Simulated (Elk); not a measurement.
# Optical conductivity and Kerr rotation of GaFe3, part 2 of 2

How strongly does GaFe3 turn reflected light?

Elk 11.2.3 (patched build); LDA (Perdew-Wang); all-electron APW+lo, Dirac cores, scalar-relativistic bands with second-variational spin-orbit coupling.

So far. Step 2 (Ground state with spin–orbit coupling): After 23 cycles the largest moment stands at 2.41 μB.

## Step 4: Optics with a broadening of 0.30 eV

The broadening stands for the lifetime of the excited states; it lowers and widens the peaks.

The input, elk.in:

```
tasks
  121
  122

xctype
  3

rgkmax
  7.0

nempty
  14

swidth
  0.011

reducebf
  0.5

epsengy
  1e-05

maxscl
  100

lmaxi
  3

spinpol
  .true.

spinorb
  .true.

cmagz
  .true.

intraband
  .true.

sppath
  './'

avec
  0.00000000000 5.46432072361 5.46432072361
  5.46432072361 0.00000000000 5.46432072361
  5.46432072361 5.46432072361 0.00000000000

atoms
  2
  'Ga.in'
  1
  0.0000000000 0.0000000000 0.0000000000   0.000000 0.000000 0.000000
  'Fe.in'
  3
  0.5000000000 0.5000000000 0.5000000000   0.000000 0.000000 -0.000084
  0.7500000000 0.7500000000 0.7500000000   0.000000 0.000000 -0.000084
  0.2500000000 0.2500000000 0.2500000000   0.000000 0.000000 -0.000084

ngridk
  12 12 12

wplot
  240 100 0
  0.00000 0.30000

optcomp
  1 1
  1 2
  3 3
```

Started as:

```bash
OMP_NUM_THREADS=4 elk
```

Output:

```text
┌─────────────────────────────────┐
│ Elk code version 11.2.3 started │
└─────────────────────────────────┘

┌────────────────────┐
│ Current task : 121 │
└────────────────────┘

Info(checkmt): changed muffin-tin radius of species 1 (Ga) from   2.4000 to   2.3411
Info(checkmt): changed muffin-tin radius of species 2 (Fe) from   2.4000 to   2.3411

Info(dielectric):
 dielectric tensor written to EPSILON_ij.OUT
 optical conductivity written to SIGMA_ij.OUT
 plasma frequency written to PLASMA_ij.OUT
 for components
  i = 1, j = 1
  i = 1, j = 2
  i = 3, j = 3

┌────────────────────┐
│ Current task : 122 │
└────────────────────┘

Warning(chksvso): spin-orbit splittings by the second variation are low [figures from our tests cut]: local-orbitals by j (lorbdm 7 and 8, zora) mend levels alone

Info(dielectric):
 dielectric tensor written to EPSILON_ij.OUT
 optical conductivity written to SIGMA_ij.OUT
 plasma frequency written to PLASMA_ij.OUT
 for components
  i = 1, j = 1
  i = 1, j = 2

Info(moke):
 complex Kerr angle in degrees written to KERR.OUT

┌──────────────────┐
│ Elk code stopped │
└──────────────────┘
```

Wall time 2.1 min (4 threads of Arm Neoverse V1, shared host); peak memory 0.05 GiB; 8.5 min of CPU time.

Intraband term included. The polar Kerr angle by photon energy; values in degrees:

```csv
photon energy (eV),rotation,ellipticity
0.0,0,0
0.5,0.140,-0.250
1.0,0.474,-0.117
1.5,0.428,0.0683
2.0,0.379,0.115
2.5,0.349,0.165
3.0,0.320,0.218
3.5,0.288,0.255
4.0,0.260,0.317
4.5,0.100,0.416
5.0,-0.0562,0.267
5.5,-0.0332,0.151
6.0,-0.00608,0.144
6.5,0.00400,0.0932
7.0,0.00719,0.0910
7.5,0.00559,0.0578
8.0,0.0174,0.0397
```

Intraband term included. The optical conductivity by photon energy:

```csv
photon energy (eV),Re sigma xx (S/cm),Im sigma xx (S/cm),Re sigma xy (S/cm),Im sigma xy (S/cm),Re sigma zz (S/cm),Im sigma zz (S/cm)
0.00,10531,0,-294,0,10496,0
0.25,7542,3009,-272,-48.1,7520,2993
0.50,5485,2009,-264,-66.1,5475,1992
0.75,5124,813,-270,-102,5123,800
1.00,5558,-10.7,-263,-154,5560,-17.0
1.25,6494,-117,-239,-221,6491,-115
1.50,7012,600,-154,-274,7003,597
1.75,6895,1238,-76.4,-258,6889,1233
2.00,6712,1605,-37.7,-238,6704,1600
2.25,6443,2010,4.04,-217,6436,1999
2.50,6054,2204,28.9,-186,6054,2197
2.75,5731,2308,42.1,-166,5728,2302
3.00,5412,2406,60.1,-139,5411,2399
3.25,4949,2358,59.7,-113,4949,2353
3.50,4652,2059,54.9,-95.7,4651,2055
3.75,4600,1741,49.4,-90.1,4598,1735
4.00,4703,1624,55.4,-91.2,4703,1618
4.25,4668,1570,69.4,-81.5,4668,1564
4.50,4666,1421,81.7,-60.9,4667,1416
4.75,4805,1317,78.1,-35.4,4806,1314
5.00,4937,1352,64.4,-15.9,4938,1349
5.25,4943,1402,48.8,-9.94,4943,1400
5.50,5015,1353,35.6,-8.89,5014,1350
5.75,5142,1406,30.0,-14.4,5141,1402
6.00,5214,1455,31.8,-13.8,5215,1450
6.25,5356,1578,27.2,-7.82,5359,1574
6.50,5358,1722,20.7,-9.69,5360,1721
6.75,5421,1808,21.0,-11.6,5422,1807
7.00,5453,1973,20.4,-9.22,5452,1971
7.25,5400,2067,19.1,-5.34,5400,2064
7.50,5450,2071,12.6,-5.68,5452,2069
7.75,5647,2129,10.9,-6.46,5648,2129
8.00,5909,2383,8.69,-7.43,5909,2381
```

## Step 5: Optics with a broadening of 0.11 eV

The broadening stands for the lifetime of the excited states; it lowers and widens the peaks.

elk.in: that of step 4 with these lines changed.

```diff
@@ -14,3 +14,3 @@
 swidth
-  0.011
+  0.004
```

Started as:

```bash
OMP_NUM_THREADS=4 elk
```

Output:

```text
┌─────────────────────────────────┐
│ Elk code version 11.2.3 started │
└─────────────────────────────────┘

┌────────────────────┐
│ Current task : 121 │
└────────────────────┘

Info(checkmt): changed muffin-tin radius of species 1 (Ga) from   2.4000 to   2.3411
Info(checkmt): changed muffin-tin radius of species 2 (Fe) from   2.4000 to   2.3411

Info(dielectric):
 dielectric tensor written to EPSILON_ij.OUT
 optical conductivity written to SIGMA_ij.OUT
 plasma frequency written to PLASMA_ij.OUT
 for components
  i = 1, j = 1
  i = 1, j = 2
  i = 3, j = 3

┌────────────────────┐
│ Current task : 122 │
└────────────────────┘

Warning(chksvso): spin-orbit splittings by the second variation are low [figures from our tests cut]: local-orbitals by j (lorbdm 7 and 8, zora) mend levels alone

Info(dielectric):
 dielectric tensor written to EPSILON_ij.OUT
 optical conductivity written to SIGMA_ij.OUT
 plasma frequency written to PLASMA_ij.OUT
 for components
  i = 1, j = 1
  i = 1, j = 2

Info(moke):
 complex Kerr angle in degrees written to KERR.OUT

┌──────────────────┐
│ Elk code stopped │
└──────────────────┘
```

Elapsed: 2.1 min, on 4 threads; peak memory 0.05 GiB; 8.5 min of CPU time.

Intraband term included. Polar Kerr angle against photon energy; values in degrees:

```csv
photon energy (eV),rotation,ellipticity
0.0,0,0
0.2,-0.0156,-0.0817
0.4,-0.0150,-0.258
0.6,0.239,-0.498
0.8,0.613,-0.378
1.0,0.653,-0.0135
1.2,0.513,0.0700
1.4,0.513,0.124
1.6,0.418,0.140
1.8,0.362,0.146
2.0,0.408,0.124
2.2,0.377,0.179
2.4,0.387,0.186
2.6,0.309,0.174
2.8,0.436,0.216
3.0,0.295,0.271
3.2,0.316,0.195
3.4,0.315,0.314
3.6,0.303,0.263
3.8,0.255,0.296
4.0,0.329,0.334
4.2,0.248,0.414
4.4,0.246,0.539
4.6,-0.0890,0.500
4.8,-0.0771,0.436
5.0,-0.170,0.238
5.2,-0.0448,0.208
5.4,-0.121,0.125
5.6,-0.0226,0.0690
5.8,0.0224,0.125
6.0,0.00368,0.209
6.2,-0.0521,0.111
6.4,-0.0224,0.0482
6.6,0.00405,0.0911
6.8,0.0177,0.136
7.0,0.0118,0.0654
7.2,0.00999,0.151
7.4,-0.0530,-0.0108
7.6,-0.00138,0.106
7.8,0.0210,0.0440
8.0,0.0113,0.0357
```

## Step 6: The strongest peak

The largest local extreme of the rotation above 0.5 eV, for majority spin along +z:

```csv
broadening (eV),energy (eV),rotation (°),ellipticity (°),rotation at 1.96 eV (°)
0.30,1.05,0.477,-0.084,0.380
0.11,0.92,0.707,-0.145,0.394
```

## Step 7: Summary of results

* net spin moment: 5.97 μB a cell
* strongest peak above 0.5 eV: 0.48° at 1.1 eV
* rotation at 1.96 eV: 0.38°

Above 0.5 eV the rotation peaks at 1.05 eV, with 0.48° for majority spin along +z at a broadening of 0.30 eV. The run's majority spin points along +z; the magnetisation points the other way, and the angle changes sign with it. The intraband term is included. These are independent-particle spectra on a 12×12×12 mesh, not shown converged.

[Logs and program files are shortened in this print: banners, set-up blocks, solver, clock and traceback lines can be left out without a mark of their own.]

[Logs are printed without paths, hosts, clocks, repeated set-up lines and the standing remarks that a program may print on its own settings, such as how far it seeks lower states.]

[Hosts, paths, dates, database ids (printed as entryN), source tags and the programs' standing remarks are cut or masked in the printed files.]

[Where a cell is said to come from a database of computed structures, the database is the Materials Project.]
